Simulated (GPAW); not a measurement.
## SnTe: optical spectrum from first principles

Aim: the dielectric function of SnTe, and the optical constants that follow from it. The cell comes from an older database entry, whose edges can differ from later determinations, mostly by under a per cent.

Method: DFT, LDA, plane-wave PAW (GPAW data sets), scalar-relativistic, RPA, optical limit, in GPAW 26.7.0.

Report form: the programs' logs are mostly left out.

The database entry behind the starting cell differs from later determinations by our own check (about 0.3 % short), so it need not match the best structure at ambient conditions.

## (1) Starting point

The structure is cubic, space group Fm-3m (No. 225). The conventional cell has a = 6.302 Å, b = 6.302 Å, c = 6.302 Å, α = 90.00°, β = 90.00°, γ = 90.00°. Nearest to Te lie 6 Sn at 3.15 Å. Nearest to Sn lie 6 Te at 3.15 Å. Farther neighbours and most contacts between anions are not listed.

Coordinates:

```cif
data_structure
_symmetry_space_group_name_H-M 'Fm-3m'
_symmetry_Int_Tables_number 225
_cell_length_a 6.3017
_cell_length_b 6.3017
_cell_length_c 6.3017
_cell_angle_alpha 90.000
_cell_angle_beta 90.000
_cell_angle_gamma 90.000
_cell_volume 250.25
loop_
_atom_site_label
_atom_site_type_symbol
_atom_site_symmetry_multiplicity
_atom_site_Wyckoff_symbol
_atom_site_fract_x
_atom_site_fract_y
_atom_site_fract_z
_atom_site_occupancy
Te1 Te 4 b 0.50000 0.00000 0.00000 1
Sn1 Sn 4 a 0.00000 0.00000 0.00000 1
```

## (2) Ground state

First the ground state: is it a metal or has it a gap?

This step: DFT, LDA, plane-wave PAW (GPAW data sets), scalar-relativistic, ground state (GPAW 26.7.0).

gs.py

```python
from ase import Atoms
from ase.dft.bandgap import bandgap
from gpaw import GPAW, PW, FermiDirac

atoms = Atoms(['Te', 'Sn'],
              cell=[[0.000000000000, 3.150850000000, 3.150850000000],
                    [3.150850000000, 0.000000000000, 3.150850000000],
                    [3.150850000000, 3.150850000000, 0.000000000000]],
              scaled_positions=[[0.500000000000, 0.500000000000, 0.500000000000],
                                [0.000000000000, 0.000000000000, 0.000000000000]],
              pbc=[True, True, True])
atoms.calc = GPAW(mode=PW(500), xc='LDA', kpts={'size': (6, 6, 6), 'gamma': True},
                  occupations=FermiDirac(0.05), maxiter=150, txt='gs.txt')
print('energy (eV)', atoms.get_potential_energy())
print('Fermi level (eV)', atoms.calc.get_fermi_level())
print('valence electrons', atoms.calc.get_number_of_electrons())
print('gap (eV)', bandgap(atoms.calc, output=None)[0])
print('direct gap (eV)', bandgap(atoms.calc, direct=True, output=None)[0])
atoms.calc.write('gs.gpw')
```

Command:

```
> OMP_NUM_THREADS=1 python gs.py
```

It took 6.4 s on 1 thread of Arm Neoverse V1, shared host; peak memory 0.14 GiB.

This step gave:

```
energy       : -9.118 eV
Fermi energy : 6.121 eV
electrons    : 20
```

The gap, 0.11 eV, is so small that the occupations stay smeared, and the carriers that the smearing makes get a Drude term.

## (3) Bands for the response

At the fixed density, many empty bands are solved on the mesh of the response, since the spectrum sums over them.

This step: DFT, LDA, plane-wave PAW (GPAW data sets), scalar-relativistic, bands at fixed density (GPAW 26.7.0).

nscf.py

```python
from ase.dft.bandgap import bandgap
from gpaw import GPAW, FermiDirac

calc = GPAW('gs.gpw').fixed_density(kpts={'size': (18, 18, 18), 'gamma': True}, nbands=47, convergence={'bands': 41},
                                    occupations=FermiDirac(0.05), txt='nscf.txt')
print('gap (eV)', bandgap(calc, output=None)[0])
print('direct gap (eV)', bandgap(calc, direct=True, output=None)[0])
print('top band over the Fermi level (eV)', min(calc.get_eigenvalues(kpt=k)[40] for k in range(len(calc.get_ibz_k_points()))) - calc.get_fermi_level())
calc.write('full.gpw', mode='all')
```

Command:

```
> OMP_NUM_THREADS=1 python nscf.py
```

Run time: 6.6 min. Hardware: 1 thread; peak memory 0.45 GiB.

## (4) Dielectric function, RPA

Transitions between filled and empty bands, summed over the zone, give the optical response, so mesh, band count and broadening shape it.

The induced potential is part of this response.

This step: DFT, LDA, plane-wave PAW (GPAW data sets), scalar-relativistic, RPA, optical limit (GPAW 26.7.0).

df.py

```python
from gpaw.response.df import DielectricFunction

df = DielectricFunction('full.gpw', frequencies={'type': 'nonlinear', 'domega0': 0.03, 'omega2': 8},
                        ecut=50,
                        eta=0.1,
                        nbands=41,
                        rate=0.1,
                        txt='df.txt')
for direction in ['x']:
    df.get_dielectric_function(xc='RPA', direction=direction, filename=f'df_{direction}.csv')
```

Command:

```
> OMP_NUM_THREADS=1 python df.py
```

It took 63 s on 1 thread; peak memory 0.33 GiB.

Read-outs, printed or worked out from the files:

* main peak of the optical conductivity above 1 eV, first axis: 1.505 eV

Some rows of df_x.csv (energy; Re and Im without local fields; Re and Im with them):

```text
0.000000, 97.982886, 0.000000, 94.061197, 0.000000
0.460735, 68.994904, 21.256769, 64.406262, 20.198291
0.943989, 64.591433, 60.210925, 60.544418, 55.188255
1.451455, 9.782917, 88.633873, 12.955555, 82.880360
1.984998, -20.497440, 37.818432, -19.168096, 37.304547
2.546682, -23.122150, 19.178960, -22.272396, 19.533536
3.138794, -12.739226, 8.226943, -12.631097, 8.270550
3.763875, -8.354393, 4.102495, -8.630390, 4.172481
4.424758, -4.003230, 2.581491, -4.523435, 2.470698
5.124608, -0.289562, 2.820351, -1.415738, 2.222108
5.866977, -0.498466, 5.372092, -0.806851, 3.809965
6.655862, -2.396309, 5.341978, -1.523788, 4.058318
7.495775, -3.026848, 3.070633, -2.343689, 2.767878
8.391833, -2.201836, 1.890197, -1.821456, 1.529729
9.349861, -1.837884, 1.352877, -1.347402, 1.345095
10.376517, -1.227079, 0.896565, -0.934450, 0.898817
11.479449, -0.853053, 0.658509, -0.623929, 0.716460
12.667487, -0.490297, 0.521444, -0.316839, 0.531043
13.950874, -0.235711, 0.366061, -0.127296, 0.352974
```

Im ε, E ∥ x against photon energy; read off at these points:

```
photon energy (eV)  Im ε, E ∥ x
               0.5         20.9
               1.0         59.1
               1.5         83.0
               2.0         36.9
               2.5         22.3
               3.0         9.23
               3.5         6.47
               4.0         3.16
               4.5         2.32
               5.0         2.17
               5.5         3.47
               6.0         4.19
               6.5         4.27
               7.0         3.72
               7.5         2.76
               8.0         1.93
               8.5         1.54
               9.0         1.34
               9.5         1.16
              10.0         1.10
              10.5        0.878
              11.0        0.763
              11.5        0.708
              12.0        0.576
              12.5        0.542
              13.0        0.501
              13.5        0.377
              14.0        0.338
              14.5        0.297
```

Table of Re ε, E ∥ x by photon energy:

photon energy (eV), Re ε, E ∥ x and a bar from the least value:
```
      0.5       63.2 ##############################
      1.0       52.6 ##########################
      1.5        3.0 #########
      2.0      -19.1 #
      2.5      -22.0 
      3.0      -14.2 ###
      3.5       -9.8 ####
      4.0       -6.9 #####
      4.5       -4.2 ######
      5.0       -2.2 #######
      5.5       -1.1 #######
      6.0       -1.1 #######
      6.5       -1.5 #######
      7.0       -2.4 #######
      7.5       -2.4 #######
      8.0       -2.2 #######
      8.5       -1.5 #######
      9.0       -1.5 #######
      9.5       -1.3 #######
     10.0       -1.1 #######
     10.5       -0.9 #######
     11.0       -0.7 #######
     11.5       -0.6 ########
     12.0       -0.5 ########
     12.5       -0.4 ########
     13.0       -0.3 ########
     13.5       -0.2 ########
     14.0       -0.1 ########
     14.5        0.0 ########
```

Table of loss function −Im 1/ε at q → 0, E ∥ x by energy loss; read off at these points:

```
energy loss (eV)  loss function −Im 1/ε at q → 0, E ∥ x
            0.50                                0.00471
            1.00                                0.00945
            1.50                                 0.0120
            2.00                                 0.0214
            2.50                                 0.0227
            3.00                                 0.0321
            3.50                                 0.0469
            4.00                                 0.0545
            4.50                                  0.101
            5.00                                  0.233
            5.50                                  0.263
            6.00                                  0.224
            6.50                                  0.209
            7.00                                  0.192
            7.50                                  0.210
            8.00                                  0.230
            8.50                                  0.324
            9.00                                  0.332
            9.50                                  0.368
           10.00                                  0.459
           10.50                                  0.574
           11.00                                  0.685
           11.50                                  0.798
           12.00                                   1.02
           12.50                                   1.26
           13.00                                   1.55
           13.50                                   1.98
           14.00                                   2.66
           14.50                                   3.37
           14.68                                   3.51
```

The refractive index n and extinction k by photon energy:

| photon energy (eV) | n | k |
| --- | --- | --- |
| 0.5 | 8.06 | 1.30 |
| 1.0 | 8.11 | 3.64 |
| 1.5 | 6.56 | 6.33 |
| 2.0 | 3.35 | 5.51 |
| 2.5 | 2.16 | 5.16 |
| 3.0 | 1.17 | 3.95 |
| 3.5 | 0.985 | 3.28 |
| 4.0 | 0.586 | 2.70 |
| 4.5 | 0.547 | 2.12 |
| 5.0 | 0.672 | 1.61 |
| 5.5 | 1.13 | 1.53 |
| 6.0 | 1.27 | 1.65 |
| 6.5 | 1.23 | 1.73 |
| 7.0 | 1.01 | 1.84 |
| 7.5 | 0.799 | 1.73 |
| 8.0 | 0.606 | 1.59 |
| 8.5 | 0.566 | 1.36 |
| 9.0 | 0.504 | 1.32 |
| 9.5 | 0.464 | 1.25 |
| 10.0 | 0.480 | 1.15 |
| 10.5 | 0.428 | 1.03 |
| 11.0 | 0.404 | 0.945 |
| 11.5 | 0.400 | 0.884 |
| 12.0 | 0.366 | 0.786 |
| 12.5 | 0.379 | 0.715 |
| 13.0 | 0.387 | 0.647 |
| 13.5 | 0.329 | 0.573 |
| 14.0 | 0.348 | 0.486 |
| 14.5 | 0.384 | 0.386 |

Values under 1 per cm are given as 1. Absorption coefficient, E ∥ x against photon energy:

```
photon energy (eV)  absorption coefficient, E ∥ x (1/cm)
             0.492                                 64714
             1.010                                 3.8e5
             1.486                                 9.4e5
             1.985                                 1.1e6
             2.508                                 1.3e6
             3.018                                 1.2e6
             3.510                                 1.2e6
             3.980                                 1.1e6
             4.516                                 9.6e5
             4.981                                 8.3e5
             5.515                                 8.6e5
             6.021                                 1.0e6
             6.494                                 1.1e6
             6.985                                 1.3e6
             7.496                                 1.3e6
             8.026                                 1.3e6
             8.516                                 1.2e6
             9.023                                 1.2e6
             9.483                                 1.2e6
            10.026                                 1.2e6
            10.519                                 1.1e6
            11.029                                 1.0e6
            11.479                                 1.0e6
            12.023                                 9.5e5
            12.504                                 9.1e5
            13.000                                 8.5e5
            13.512                                 7.8e5
            14.040                                 6.7e5
            14.493                                 5.7e5
```

Optical constants at common wavelengths, from n + ik = √ε:

```
wavelength (nm)     n      k  R (%)     1/α
           1550  8.44  2.549   64.7   48 nm
            800  6.00  6.552   73.9  9.7 nm
            532  2.66  5.055   72.7  8.4 nm
            450  1.44  4.406   77.3  8.1 nm
            365  0.97  3.363   74.5  8.6 nm
            308  0.58  2.662   75.8  9.2 nm
            248  0.67  1.615   50.2   12 nm
```

In reflection the computed colour is light grey: x = 0.308, y = 0.322, luminous reflectivity 73 %.

## (5) Results

| Property | Result |
| --- | --- |
| main peak of the optical conductivity above 1 eV, first axis | 1.51 eV |

**Reading.** At this level (LDA, RPA) SnTe is a semimetal or has a tiny gap, with few carriers whose number hangs on mesh and smearing,; it reflects 73 % at 550 nm. In reflection the computed colour is light grey: x = 0.308, y = 0.322, luminous reflectivity 73 %. The carriers' damping of 0.1 eV is typed, not computed; it shapes the response at the lowest energies. Spin-orbit coupling is left out although heavy atoms are present. The sum runs over mesh points, so small or evenly spaced maxima can still be ripples of the mesh. The gap is so small that the smearing puts carriers across it; at a true gap they would be absent, and excitons are missing too. GPAW's carrier term has the form −ωp²/(ω + i·rate)², which damps like twice the rate and fails at low energy, so the curves leave the lowest energies out.

[Machine, clock and banner lines and Python warnings are left out of the logs.]

[Logs are printed without paths, hosts, clocks, repeated set-up lines and the standing remarks that a program may print on its own settings, such as how far it seeks lower states.]

[Hosts, paths, dates, database ids (printed as entryN), source tags and the programs' standing remarks are cut or masked in the printed files.]
